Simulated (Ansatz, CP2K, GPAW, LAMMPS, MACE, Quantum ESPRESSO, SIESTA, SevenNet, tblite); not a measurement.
# Forces in glassy 94B2O3-6CaO (mol %) (77 atoms), program by program

One geometry of glassy 94B2O3-6CaO (mol %) (77 atoms) is solved by several programs and methods. How far do their forces lie from a plane-wave PBE run?

Results are calculated, not measured.

### Step 1. The cell

The cell holds 77 atoms (30 B, 1 Ca and 46 O), with edges of 9.70, 9.70 and 9.70 Å. Recipe: 77 atoms (30 B, 1 Ca, 46 O) placed at random at 1.98 g/cm³, melted at 3000 K for 20 ps at fixed volume with the Buckingham and Coulomb pair potential of Guillot and Sator (Geochim. Cosmochim. Acta 71, 1249 (2007)) with the boron terms of Wang et al. (J. Non-Cryst. Solids 498, 294 (2018)). Quenched from 3000 K to 300 K at 20 K/ps and fixed volume, held 10 ps at zero pressure. The density is 2.00 g/cm³.

### Step 2. The reference input

Quantum ESPRESSO 7.5: Kohn-Sham DFT, PBE, SSSP efficiency 1.3.0 pseudopotentials, plane waves. Its input, pw.in:

```
&control
  calculation = 'scf'
  pseudo_dir = './pseudo'
  outdir = './tmp'
  disk_io = 'none'
  tprnfor = .true.
  tstress = .true.
/
&system
  ibrav = 0
  nat = 77
  ntyp = 3
  ecutwfc = 60
  ecutrho = 480
  nosym = .true.
  occupations = 'smearing'
  smearing = 'fd'
  degauss = 0.003675
/
&electrons
  conv_thr = 3.9e-07
  electron_maxstep = 100
  mixing_beta = 0.4
  mixing_mode = 'plain'
  diagonalization = 'david'
/
ATOMIC_SPECIES
B 10.810 B.upf
Ca 40.078 Ca.upf
O 15.999 O.upf
CELL_PARAMETERS angstrom
9.70233 0.00000 0.00000
0.00000 9.70233 0.00000
0.00000 0.00000 9.70233
ATOMIC_POSITIONS crystal
B 0.38380 0.99389 0.66768
B 0.08100 0.78393 0.31849
B 0.68578 0.23300 0.96657
B 0.16672 0.73058 0.95723
[... 71 atom lines left out ...]
O 0.00275 0.12194 0.11749
O 0.38805 0.61493 0.37438
K_POINTS gamma
```

```console
$ OMP_NUM_THREADS=1 mpirun -np 2 pw.x -in pw.in > output.txt
```

The job ended after 2.3 min (2 MPI ranks of Arm Neoverse V2, shared host; peak memory 2.2 GiB; 4.6 min of CPU time).

It converged with an r.m.s. force component of 0.94 eV/Å and a pressure of -9.7 GPa.

Its highest filled and lowest empty levels lie 3.85 eV apart on its k-points.

### Step 3. What was run beside it

- CP2K 2026.2: Gaussian basis with GTH pseudopotentials and a plane-wave density; labels give functional, basis (MOLOPT sets; SR short-range, UZH the newer set with its own potentials), grid cutoff/relative cutoff and solver (OT: orbital transformation; TRS4, TC2, SIGN: linear-scaling purification with its sparsity filter), or its built-in tight binding.
- GPAW 26.7.0: PAW with atomic orbitals (LCAO), plane waves or a real-space grid of spacing h.
- MACE: machine-learned potential, published weights.
- Quantum ESPRESSO 7.5: plane waves; labels (QE) give functional, pseudopotential set and cutoffs of waves/density.
- SIESTA 5.4.2: numerical atomic orbitals, whose automatically made sets are far from complete, with PseudoDojo norm-conserving potentials that we converted to its format (checked against plane waves on the same files for H, C, O, Si, Ge and Ca alone); labels give functional, basis size, energy shift and mesh cutoff.
- SevenNet: machine-learned potential, published weights.
- tblite 0.8.0: extended tight binding, driven from Python.

All use the same cell and atoms, and the electronic-structure runs the same k-mesh.

### Step 4. Side by side

Differences are against the reference: forces as r.m.s. over components, share as that over the reference's r.m.s. force, slope as the fitted ratio of a run's forces to the reference's.

```
                                                              run  Δ force, r.m.s. (meV/Å)  share (%)  slope  Δ pressure (GPa)  Δ gap (eV)  cores  CPU time  memory (GiB)
                                                        reference                        -          -      -                 -           -      2   4.6 min           2.2
CP2K PBE, DZVP-MOLOPT-SR, 600/50 Ry, TRS4 filter 1e-06, SCF 1e-06                      109       11.6  1.009              2.00           -      4   2.2 min           2.1
             CP2K PBE, DZVP-MOLOPT-SR, 600/50 Ry, diagonalisation                     89.6       9.51  1.028              2.03      -0.108      4   2.9 min           3.1
                   CP2K PBE, DZVP-UZH, 600/50 Ry, diagonalisation                     92.2       9.78  1.028              1.83     -0.0904      4   3.6 min           3.1
     CP2K PBE, SZV-MOLOPT-SR, 600/50 Ry, diagonalisation (coarse)                      606       64.3  1.043              20.4      -0.668      1      96 s           2.1
                                     GPAW PBE, LCAO dzp, h 0.18 Å                      154       16.4  1.027                 -      -0.131      1      89 s          0.99
                       GPAW PBE, LCAO szp(dzp), h 0.18 Å (coarse)                      416       44.2  1.014                 -      -0.574      1      63 s          0.94
                                      MACE MP-0b2 small potential                      151       16.1  0.891             0.623           -      1     5.8 s          0.67
                                     MACE MP-0b3 medium potential                      121       12.8  0.911             0.889           -      1       7 s           1.1
                  QE PBE+D3(BJ), sssp-1.3.0-efficiency, 60/480 Ry                     5.68      0.603  1.000             -1.23           0      2   4.7 min           2.3
                      SIESTA PBE, DZP, shift 0.01 Ry, mesh 200 Ry                      108       11.5  1.022              1.72      -0.109      2      77 s          0.85
                      SIESTA PBE, DZP, shift 0.01 Ry, mesh 500 Ry                      108       11.4  1.022              1.75      -0.109      2   4.3 min           2.0
              SIESTA PBE, SZ, shift 0.01 Ry, mesh 500 Ry (coarse)                      699       74.2  0.956              20.9      -0.820      1      86 s          0.91
              SIESTA PBE, SZ, shift 0.02 Ry, mesh 500 Ry (coarse)                      630       66.8  0.979              17.5      -0.827      1      66 s          0.79
             SIESTA PBE, SZP, shift 0.01 Ry, mesh 500 Ry (coarse)                      442       46.9  1.019              12.3      -0.524      2   3.8 min           1.9
                                          SevenNet l3i5 potential                     74.1       7.86  0.962             0.596           -      1     8.9 s           1.6
                                                  tblite GFN1-xTB                      287       30.4  0.808             0.944           -      1     2.6 s          0.11
                                                  tblite GFN2-xTB                      304       32.2  0.768             -1.48           -      1     5.7 s          0.11
```

Rows marked coarse were listed beforehand as settings not expected to be converged; some can still land near the reference.

Times of the machine-learned potentials are mostly Python's start and the loading of weights.

Runs without a result: CP2K GFN1-xTB, diagonalisation (not converged); SIESTA PBE, SZ, shift 0.02 Ry, mesh 500 Ry, order-N, radius 3.5 Å, eta -3.14 eV (stopped at the start); CP2K HSE06 with ADMM, PBE0 potentials, DZVP-UZH, 600/50 Ry, OT DIIS (cut off at its time limit); SIESTA PBE, SZ, shift 0.02 Ry, mesh 500 Ry, order-N, radius 4.5 Å, eta -3.14 eV (stopped at the start).

CPU time is summed over cores on shared hosts, so it is rough.

### Step 5. What came out

Forces lie from 0.60 % (QE PBE+D3(BJ), sssp-1.3.0-efficiency, 60/480 Ry) to 74 % (SIESTA PBE, SZ, shift 0.01 Ry, mesh 500 Ry, coarse) of the reference's r.m.s. force of 0.94 eV/Å away from it. The PBE runs in local orbitals, coarse settings apart, differ by 9.5 % (CP2K PBE, DZVP-MOLOPT-SR, 600/50 Ry, diagonalisation) to 16 % (GPAW PBE, LCAO dzp, h 0.18 Å); basis, grid and potentials can all enter. Tight binding differs by 30 % (tblite GFN1-xTB) to 32 % (tblite GFN2-xTB); it is another model, with fitted parameters of its own, and the xTB methods hold dispersion. Machine-learned potentials differ by 7.9 % (SevenNet l3i5 potential) to 16 % (MACE MP-0b2 small potential); they were trained on other programs' data.

In the reference's own program, potentials and cutoffs, a change of model alone moves forces by 0.60 % (QE PBE+D3(BJ), sssp-1.3.0-efficiency, 60/480 Ry). Runs with settings chosen to be coarse differ by 44 % (GPAW PBE, LCAO szp(dzp), h 0.18 Å) to 74 % (SIESTA PBE, SZ, shift 0.01 Ry, mesh 500 Ry), their programs' other errors included. From SIESTA PBE, DZP, shift 0.01 Ry, mesh 200 Ry to the finer SIESTA PBE, DZP, shift 0.01 Ry, mesh 500 Ry the share goes from 11.5 to 11.4 %, so the grid isn't what parts these runs from the reference. Pressures at PBE, coarse settings apart, lie +1.72 to +2.03 GPa from the reference's. Gaps at PBE, coarse settings apart, lie -0.13 to -0.09 eV from the reference's.

**Limits.** Periodic xTB results under one method name differ between programs and library versions. The reference's pressure holds the uncorrected Pulay stress of its 60 Ry basis, so small pressure differences may be the reference's own error. Machine-learned potentials mimic data converged in k, so the reference's own k-point error enters their differences. The quench rate of 20 K/ps is many orders above laboratory rates, so the cell is likely richer in defects and strain than a real sample. The network of bonds at the start is that of the classical potential that made the cell, and needn't be the one that DFT or experiment would give. The reference's stress is far from hydrostatic: its diagonal is -9.3, -13.2, -6.6 GPa, compression counted positive. The electronic-structure runs sample only Γ, in a cell whose shortest periodic width is 10 Å. Where levels are smeared, the DFT runs use Fermi–Dirac occupations at 580 K (0.05 eV), and energies are free energies. The reference's cutoffs and mesh weren't converged further here.

[Logs are printed without paths, hosts, clocks, repeated set-up lines and the standing remarks that a program may print on its own settings, such as how far it seeks lower states.]

[Hosts, paths, dates, database ids (printed as entryN), source tags and the programs' standing remarks are cut or masked in the printed files.]

[Cells were taken only where this reference lay near another plane-wave run.]
